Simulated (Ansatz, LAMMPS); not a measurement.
# A vacancy of Se at several sites of Zn44Se15S29 with crystalline order left by the classical run (88 atoms), part 3 of 4

At which site of Zn44Se15S29 with crystalline order left by the classical run (88 atoms) does a vacancy of Se cost least, and what about the site decides it?

Ansatz 0.2.0; Kohn-Sham DFT, PBE, PAW (set soft_2), plane waves.

The cell: 44 Zn, 15 Se and 29 S. The quench rate of 3 K/ps far exceeds what a furnace or splat quench reaches. The starting topology of bonds comes from the classical model. Only the Γ point is sampled, in a cell whose shortest periodic width is 12 Å.

So far. Step 2 (Single point at the start): The r.m.s. force at the start is 0.32 eV/Å. Step 3 (Relaxation): The relaxation converged after 31 steps, 4.49 eV below its start, with a largest force component of 0.035 eV/Å.

## 5. Vacancy of Se, site Se55

The site has 4 bonded neighbours (Zn4) at 2.44 Å on average, by cutoffs that count no bonds between two metal atoms or like ions. The change is made in the relaxed cell and the atoms are relaxed again.

File input.yaml:

```yaml
crystal:
  lattice:
    - [12.2405, 0.0, 0.0]
    - [0.0, 12.2405, 0.0]
    - [0.0, 0.0, 12.2405]
  atoms:
    [... atom lines 1 to 51 left out ...]
    - { symbol: Se, position: [0.19179, 0.33694, 0.52838] }
    - { symbol: Se, position: [0.02901, 0.15761, 0.05058] }
    - { symbol: Se, position: [0.32995, 0.02897, 0.59784] }
    - { symbol: Se, position: [0.57552, 0.95032, 0.07014] }
    - { symbol: Se, position: [0.78912, 0.94605, 0.28194] }
    - { symbol: Se, position: [0.18076, 0.601, 0.32306] }
    - { symbol: Se, position: [0.12401, 0.71033, 0.01753] }
    [... atom lines 59 to 87 left out ...]
kpoints:
  mp_grid: { grid: [1, 1, 1] }
hamiltonian:
  xc: pbe
scf:
  occupations: { method: gaussian, width: 0.025 }
output:
  forces: true
  eigenvalues: true
relax:
  f_tol: 0.05
  max_steps: 90
```

Launch:

```
$ ansatz run input.yaml --threads 4 --pin off --max-ram 8192MiB --backend cpu --events-out ev --progress --plain --runs-dir out
```

Numbers of over 12 decimals in the logs are rounded to 6 here.

The log of the run:

```text
[...]
Crystal: 87 atoms, lattice volume = 1833.992 Å³
Basis set: ecut = 420 eV, 35825 PW (Γ), exchange–correlation on 180×180×180 points (8 copies of the dense FFT grid, shifted against one another)
Bands: 556, of which v1, the nominal top of the filled ones, is band 463 counted from 1 (462 counted from 0)
Symmetry: 1 space group operations
[...]
k-points: 1
[...]
SCF iter   1: F=—  HF=-248819.901722 eV  |F-HF|=—  |Δ(HF+E_count)|=         —  Δρ=1.64e-3  dr2=2.51e-1  ethr=1.77e-3  ⟨swp⟩=6.0  Hψ=2283  notcnv=0  defer=21
[...]
SCF iter   6: F=-248819.859611 eV  HF=-248819.859602 eV  |F-HF|=8.55e-6  |Δ(HF+E_count)|=   3.23e-5  Δρ=3.71e-5  dr2=4.57e-5  ethr=6.75e-9  ⟨swp⟩=10.0  Hψ=3069  notcnv=0
SCF 1 converged in 6 iterations: F = -248819.859611 eV  dr2 = 4.57e-5
[...]
relax step   1: F+E_penalty+E_count = -248819.85961080 eV  Δ(F+E_penalty+E_count) = +0.000e0 eV  max|allowed force component| = 6.633e-1 eV/Å  Δτ_max = 0.0000 Å  (6 SCF iters, dr2 threshold 6.25e-5 eV, accepted)
[...]
relax step   2: F+E_penalty+E_count = -248820.23848473 eV  Δ(F+E_penalty+E_count) = -3.789e-1 eV  max|allowed force component| = 4.847e-1 eV/Å  Δτ_max = 0.1948 Å  (6 SCF iters, dr2 threshold 2.75e-5 eV, accepted)
[...]
relax step   3: F+E_penalty+E_count = -248820.45354297 eV  Δ(F+E_penalty+E_count) = -2.151e-1 eV  max|allowed force component| = 3.115e-1 eV/Å  Δτ_max = 0.1963 Å  (7 SCF iters, dr2 threshold 1.47e-5 eV, accepted)
relax step   4: F+E_penalty+E_count = -248820.62137585 eV  Δ(F+E_penalty+E_count) = -1.678e-1 eV  max|allowed force component| = 3.651e-1 eV/Å  Δτ_max = 0.1949 Å  (6 SCF iters, dr2 threshold 4.01e-5 eV, accepted)
relax step   5: F+E_penalty+E_count = -248820.76927393 eV  Δ(F+E_penalty+E_count) = -1.479e-1 eV  max|allowed force component| = 3.610e-1 eV/Å  Δτ_max = 0.1977 Å  (6 SCF iters, dr2 threshold 5.51e-5 eV, accepted)
relax step   6: F+E_penalty+E_count = -248820.92075211 eV  Δ(F+E_penalty+E_count) = -1.515e-1 eV  max|allowed force component| = 2.931e-1 eV/Å  Δτ_max = 0.1952 Å  (6 SCF iters, dr2 threshold 1.00e-4 eV, accepted)
relax step   7: F+E_penalty+E_count = -248821.09216570 eV  Δ(F+E_penalty+E_count) = -1.714e-1 eV  max|allowed force component| = 4.399e-1 eV/Å  Δτ_max = 0.1957 Å  (6 SCF iters, dr2 threshold 5.67e-5 eV, accepted)
relax step   8: F+E_penalty+E_count = -248821.25591819 eV  Δ(F+E_penalty+E_count) = -1.638e-1 eV  max|allowed force component| = 4.448e-1 eV/Å  Δτ_max = 0.1951 Å  (5 SCF iters, dr2 threshold 1.00e-4 eV, accepted)
relax step   9: F+E_penalty+E_count = -248821.39172384 eV  Δ(F+E_penalty+E_count) = -1.358e-1 eV  max|allowed force component| = 2.301e-1 eV/Å  Δτ_max = 0.1963 Å  (6 SCF iters, dr2 threshold 1.00e-4 eV, accepted)
relax step  10: F+E_penalty+E_count = -248821.48495661 eV  Δ(F+E_penalty+E_count) = -9.323e-2 eV  max|allowed force component| = 1.839e-1 eV/Å  Δτ_max = 0.1983 Å  (7 SCF iters, dr2 threshold 1.42e-5 eV, accepted)
relax step  11: F+E_penalty+E_count = -248821.46719911 eV  Δ(F+E_penalty+E_count) = +1.776e-2 eV  max|allowed force component| = 3.560e-1 eV/Å  Δτ_max = 0.2000 Å  (8 SCF iters, dr2 threshold 9.05e-6 eV, rejected (line search))
relax step  12: F+E_penalty+E_count = -248821.53515943 eV  Δ(F+E_penalty+E_count) = -5.020e-2 eV  max|allowed force component| = 7.464e-2 eV/Å  Δτ_max = 0.0971 Å  (10 SCF iters, accepted)
relax step  13: F+E_penalty+E_count = -248821.54838441 eV  Δ(F+E_penalty+E_count) = -1.322e-2 eV  max|allowed force component| = 3.711e-2 eV/Å  Δτ_max = 0.1000 Å  (9 SCF iters, accepted)
[...]
relax step  14: F+E_penalty+E_count = -248821.55193218 eV  Δ(F+E_penalty+E_count) = -3.548e-3 eV  max|allowed force component| = 4.032e-2 eV/Å  Δτ_max = 0.0721 Å  (9 SCF iters, accepted)
SCF converged after 9 iterations
Free energy (F): -248821.551932 eV
[...]
Internal energy: -248821.551932 eV  (E = F + TS)
E sigma→0 (E₀):  -248821.551932 eV
Fermi energy:    6.878358 eV
[...]
--- Forces (eV/Å), atoms counted from 1 ---
  atom   1  Zn     0.00865299     0.00785096    -0.01332523
  atom   2  Zn     0.00706038    -0.00517858     0.00102383
  atom   3  Zn    -0.00282799     0.00525022    -0.01109218
  atom   4  Zn     0.00524112    -0.00545915    -0.00368675
  atom   5  Zn    -0.00348539     0.00826256     0.01944769
  atom   6  Zn     0.00897517     0.00570243     0.00401889
  atom   7  Zn    -0.00126537     0.00049338    -0.00332541
  atom   8  Zn    -0.00198373     0.01548544    -0.00618110
  atom   9  Zn     0.00212206    -0.01014653     0.00488602
  atom  10  Zn     0.01835932    -0.00406738     0.00032565
  atom  11  Zn    -0.00524502    -0.00485566     0.00643920
  atom  12  Zn     0.00258893    -0.00175746    -0.00620060
  atom  13  Zn    -0.00179417    -0.00121885    -0.00062657
  atom  14  Zn    -0.00519864     0.00341217     0.00530716
[...]
atom  86  S     -0.01761253     0.00193516     0.00103609
  atom  87  S     -0.01164066     0.00574210     0.00192102
  max |Σ_I F_I| component: 1.65e-5 eV/Å
--- Band table (eV) ---
[...]
--- Relaxed structure (14 steps of the walk, 13 accepted, 0 SCFs on fresh bases) ---
  F+E_penalty+E_count = -248821.55193218 eV   max|allowed force component| = 4.032e-2 eV/Å
  atoms:
    - { symbol: Zn, position: [0.931480, 0.892683, 0.843168] }
    - { symbol: Zn, position: [0.214892, 0.860391, 0.916781] }
    - { symbol: Zn, position: [0.737470, 0.941841, 0.606991] }
    - { symbol: Zn, position: [0.866349, 0.060913, 0.124947] }
[...]
- { symbol: S, position: [0.089426, 0.896187, 0.272882] }
```

Elapsed: 2.4 min, on 4 threads of AMD EPYC 9B45 (Zen 5), shared host; peak memory 3 GiB; 9 min of CPU time.

The relaxation converged after 14 steps, 1.69 eV below its start, with a largest force component of 0.040 eV/Å.

The surroundings of the place of the removed atom, after relaxation: 13 atoms, nearest first, with positions taken from that point. Atoms keep their numbers of the cell before the removal, where the removed atom was number 55.

| atom | x | y | z | distance (Å) | bonds |
| --- | --- | --- | --- | --- | --- |
| Zn15 | 0.09 | -0.15 | -1.23 | 1.25 | 3 |
| Zn8 | 1.83 | 0.25 | 0.74 | 1.99 | 3 |
| Zn3 | 0.39 | -2.04 | 0.53 | 2.14 | 3 |
| S85 | 0.21 | 2.60 | -1.56 | 3.04 | 4 |
| Zn9 | -1.77 | 1.27 | 2.13 | 3.05 | 3 |
| S65 | -2.02 | 0.10 | -2.36 | 3.11 | 4 |
| S74 | 1.12 | -1.22 | 2.64 | 3.12 | 4 |
| Zn10 | -2.09 | 2.34 | -1.73 | 3.58 | 4 |
| S69 | -2.82 | 2.42 | 0.57 | 3.76 | 4 |
| Se57 | 1.01 | -1.60 | -3.27 | 3.78 | 4 |
| S61 | 3.79 | -0.22 | -0.60 | 3.84 | 4 |
| S80 | -1.31 | -3.58 | 0.96 | 3.93 | 4 |
| S60 | 1.90 | -3.41 | -0.67 | 3.96 | 4 |

The column of bonds counts only the pairs Zn-S within 3.02 Å, Zn-Se within 2.98 Å; other neighbours, such as metal atoms beside each other in a compound, aren't counted, and periodic images can show an atom twice.

The largest move is 1.21 Å, by Zn15.

## 6. Vacancy of Se, site Se46

The site has 4 bonded neighbours (Zn4) at 2.46 Å on average. 

Input and log are left out; they have the form of those shown for this kind of step.

Wall time 1.7 min (4 threads of AMD EPYC 9B45 (Zen 5), shared host); peak memory 3 GiB; 6.4 min of CPU time.

The relaxation converged after 10 steps, 0.771 eV below its start, with a largest force component of 0.049 eV/Å.

The surroundings of the place of the removed atom, after relaxation: 10 atoms, nearest first, with positions taken from that point. Atoms keep their numbers of the cell before the removal, where the removed atom was number 46.

```
atom      x      y      z  distance (Å)  bonds
Zn32  -1.08  -0.95  -1.05          1.78      3
Zn41  -1.49   0.54   0.91          1.82      3
Zn12   1.52   2.21  -1.16          2.92      3
Zn37   1.70  -1.75   1.81          3.04      3
Se59  -0.43   2.12   2.70          3.46      4
Se52   0.30  -2.08  -2.81          3.51      4
 S79  -3.02   2.27   0.07          3.77      4
 S78   3.59  -0.54   1.25          3.84      4
Zn27  -2.36   2.22  -2.14          3.88      4
 S86  -2.95  -0.74   2.40          3.88      4
```

The column of bonds counts only the pairs Zn-S within 2.93 Å, Zn-Se within 2.88 Å; other neighbours, such as metal atoms beside each other in a compound, aren't counted, and periodic images can show an atom twice.

The largest move is 0.72 Å, by Zn32.

## 7. Vacancy of Se, site Se51

The site has 4 bonded neighbours (Zn4) at 2.46 Å on average. 

Input and log are left out; they have the form of those shown for this kind of step.

It took 2.2 min on 4 threads of AMD EPYC 9B45 (Zen 5), shared host; peak memory 3 GiB; 8.5 min of CPU time.

The relaxation converged after 13 steps, 0.922 eV below its start, with a largest force component of 0.026 eV/Å.

## 8. Vacancy of Se, site Se54

The site has 4 bonded neighbours (Zn4) at 2.49 Å on average. 

Input and log are left out; they have the form of those shown for this kind of step.

Run time: 97 s. Hardware: 4 threads of AMD EPYC 9B45 (Zen 5), shared host; peak memory 3 GiB.

The relaxation converged after 9 steps, 1.20 eV below its start, with a largest force component of 0.030 eV/Å.

The surroundings of the place of the removed atom, after relaxation: 11 atoms, nearest first, with positions taken from that point. Atoms keep their numbers of the cell before the removal, where the removed atom was number 54.

```csv
atom,x,y,z,distance (Å),bonds
Zn26,-1.85,-0.24,0.06,1.87,3
Zn11,0.14,0.30,-1.92,1.95,3
Zn6,-0.39,2.01,0.33,2.08,3
S73,1.91,0.28,2.39,3.07,4
Zn14,1.91,-1.93,2.01,3.38,3
Se48,-1.99,-2.77,-0.24,3.42,4
S63,0.71,-1.98,-2.78,3.49,4
S87,-2.67,-0.66,2.45,3.69,4
S69,1.65,3.30,0.16,3.69,4
S83,-0.93,2.38,2.71,3.72,4
S65,2.14,1.19,-2.94,3.82,4
```

The column of bonds counts only the pairs Zn-S within 2.93 Å, Zn-Se within 3.02 Å; other neighbours, such as metal atoms beside each other in a compound, aren't counted, and periodic images can show an atom twice.

The largest move is 0.73 Å, by Zn14.

## 9. Vacancy of Se, site Se49

The site has 4 bonded neighbours (Zn4) at 2.45 Å on average. 

input.yaml, the sections that differ from step 5:

```yaml
crystal:
  lattice:
    - [12.2405, 0.0, 0.0]
    - [0.0, 12.2405, 0.0]
    - [0.0, 0.0, 12.2405]
  atoms:
    [... atom lines 1 to 45 left out ...]
    - { symbol: Se, position: [0.1567, 0.52228, 0.77689] }
    - { symbol: Se, position: [0.4465, 0.23671, 0.06745] }
    - { symbol: Se, position: [0.15289, 0.78333, 0.57338] }
    - { symbol: Se, position: [0.63462, 0.63645, 0.3896] }
    - { symbol: Se, position: [0.39986, 0.59351, 0.57721] }
    - { symbol: Se, position: [0.19179, 0.33694, 0.52838] }
    - { symbol: Se, position: [0.02901, 0.15761, 0.05058] }
    [... atom lines 53 to 87 left out ...]
# kpoints, hamiltonian, scf, output, relax: as in step 5
```

The log of the run:

```text
[...]
Crystal: 87 atoms, lattice volume = 1833.992 Å³
Basis set: ecut = 420 eV, 35825 PW (Γ), exchange–correlation on 180×180×180 points (8 copies of the dense FFT grid, shifted against one another)
Bands: 556, of which v1, the nominal top of the filled ones, is band 463 counted from 1 (462 counted from 0)
Symmetry: 1 space group operations
[...]
k-points: 1
[...]
SCF iter   1: F=—  HF=-248819.413196 eV  |F-HF|=—  |Δ(HF+E_count)|=         —  Δρ=1.60e-3  dr2=3.04e-1  ethr=1.77e-3  ⟨swp⟩=6.0  Hψ=2284  notcnv=0  defer=22
[...]
SCF iter   5: F=—  HF=-248819.358796 eV  |F-HF|=—  |Δ(HF+E_count)|=   2.09e-4  Δρ=7.80e-5  dr2=2.90e-4  ethr=2.08e-7  ⟨swp⟩=2.0  Hψ=935  notcnv=0  defer=84
SCF iter   6: F=-248819.358819 eV  HF=-248819.358806 eV  |F-HF|=1.28e-5  |Δ(HF+E_count)|=   1.01e-5  Δρ=3.85e-5  dr2=5.00e-5  ethr=6.75e-9  ⟨swp⟩=10.0  Hψ=2982  notcnv=0
SCF 1 converged in 6 iterations: F = -248819.358819 eV  dr2 = 5.00e-5
[...]
relax step   1: F+E_penalty+E_count = -248819.35881877 eV  Δ(F+E_penalty+E_count) = +0.000e0 eV  max|allowed force component| = 3.795e-1 eV/Å  Δτ_max = 0.0000 Å  (6 SCF iters, dr2 threshold 6.25e-5 eV, accepted)
[...]
relax step   2: F+E_penalty+E_count = -248819.61109830 eV  Δ(F+E_penalty+E_count) = -2.523e-1 eV  max|allowed force component| = 4.872e-1 eV/Å  Δτ_max = 0.1835 Å  (7 SCF iters, dr2 threshold 9.00e-6 eV, accepted)
[...]
relax step   3: F+E_penalty+E_count = -248819.75244663 eV  Δ(F+E_penalty+E_count) = -1.413e-1 eV  max|allowed force component| = 4.464e-1 eV/Å  Δτ_max = 0.1919 Å  (6 SCF iters, dr2 threshold 1.48e-5 eV, accepted)
relax step   4: F+E_penalty+E_count = -248819.86308642 eV  Δ(F+E_penalty+E_count) = -1.106e-1 eV  max|allowed force component| = 1.981e-1 eV/Å  Δτ_max = 0.1981 Å  (6 SCF iters, dr2 threshold 1.00e-4 eV, accepted)
relax step   5: F+E_penalty+E_count = -248819.91081150 eV  Δ(F+E_penalty+E_count) = -4.773e-2 eV  max|allowed force component| = 1.817e-1 eV/Å  Δτ_max = 0.1948 Å  (7 SCF iters, dr2 threshold 7.74e-6 eV, accepted)
relax step   6: F+E_penalty+E_count = -248819.94686143 eV  Δ(F+E_penalty+E_count) = -3.605e-2 eV  max|allowed force component| = 2.373e-1 eV/Å  Δτ_max = 0.1243 Å  (6 SCF iters, dr2 threshold 6.50e-6 eV, accepted)
relax step   7: F+E_penalty+E_count = -248820.01454446 eV  Δ(F+E_penalty+E_count) = -6.768e-2 eV  max|allowed force component| = 2.075e-1 eV/Å  Δτ_max = 0.1950 Å  (6 SCF iters, dr2 threshold 4.73e-5 eV, accepted)
relax step   8: F+E_penalty+E_count = -248820.07498451 eV  Δ(F+E_penalty+E_count) = -6.044e-2 eV  max|allowed force component| = 1.095e-1 eV/Å  Δτ_max = 0.1949 Å  (6 SCF iters, dr2 threshold 3.29e-5 eV, accepted)
relax step   9: F+E_penalty+E_count = -248820.11402406 eV  Δ(F+E_penalty+E_count) = -3.904e-2 eV  max|allowed force component| = 9.742e-2 eV/Å  Δτ_max = 0.1950 Å  (7 SCF iters, dr2 threshold 3.34e-6 eV, accepted)
relax step  10: F+E_penalty+E_count = -248820.09172067 eV  Δ(F+E_penalty+E_count) = +2.230e-2 eV  max|allowed force component| = 2.507e-1 eV/Å  Δτ_max = 0.2000 Å  (8 SCF iters, dr2 threshold 2.64e-6 eV, rejected (line search))
relax step  11: F+E_penalty+E_count = -248820.13038171 eV  Δ(F+E_penalty+E_count) = -1.636e-2 eV  max|allowed force component| = 3.656e-2 eV/Å  Δτ_max = 0.1000 Å  (10 SCF iters, accepted)
[...]
relax step  12: F+E_penalty+E_count = -248820.13265860 eV  Δ(F+E_penalty+E_count) = -2.277e-3 eV  max|allowed force component| = 4.163e-2 eV/Å  Δτ_max = 0.0946 Å  (9 SCF iters, accepted)
SCF converged after 9 iterations
Free energy (F): -248820.132659 eV
[...]
Internal energy: -248820.132659 eV  (E = F + TS)
E sigma→0 (E₀):  -248820.132659 eV
Fermi energy:    6.926302 eV
[...]
Σ components = -248820.132659   (vs F -248820.132659, Δ=0.00e0)
--- Forces (eV/Å), atoms counted from 1 ---
  atom   1  Zn    -0.00027580    -0.00329286     0.01309200
  atom   2  Zn    -0.00043099     0.00313602     0.00158514
  atom   3  Zn     0.00437112     0.00007859    -0.00258230
  atom   4  Zn     0.00676551    -0.00673395    -0.00065957
[...]
atom  87  S     -0.01178278     0.01298786    -0.00811195
  max |Σ_I F_I| component: 1.39e-5 eV/Å
--- Band table (eV) ---
[...]
--- Relaxed structure (12 steps of the walk, 11 accepted, 0 SCFs on fresh bases) ---
  F+E_penalty+E_count = -248820.13265860 eV   max|allowed force component| = 4.163e-2 eV/Å
  atoms:
    - { symbol: Zn, position: [0.939399, 0.874867, 0.838690] }
    - { symbol: Zn, position: [0.215292, 0.859158, 0.922739] }
    - { symbol: Zn, position: [0.732359, 0.922413, 0.618251] }
    - { symbol: Zn, position: [0.867448, 0.059181, 0.115773] }
[...]
- { symbol: S, position: [0.088760, 0.895706, 0.276859] }
```

The job ended after 2.1 min (4 threads; peak memory 3 GiB; 7.8 min of CPU time).

The relaxation converged after 12 steps, 0.774 eV below its start, with a largest force component of 0.042 eV/Å.

[end of part 3 of 4]

[Logs are printed without paths, hosts, clocks, repeated set-up lines and the standing remarks that a program may print on its own settings, such as how far it seeks lower states.]

[Hosts, paths, dates, database ids (printed as entryN), source tags and the programs' standing remarks are cut or masked in the printed files.]
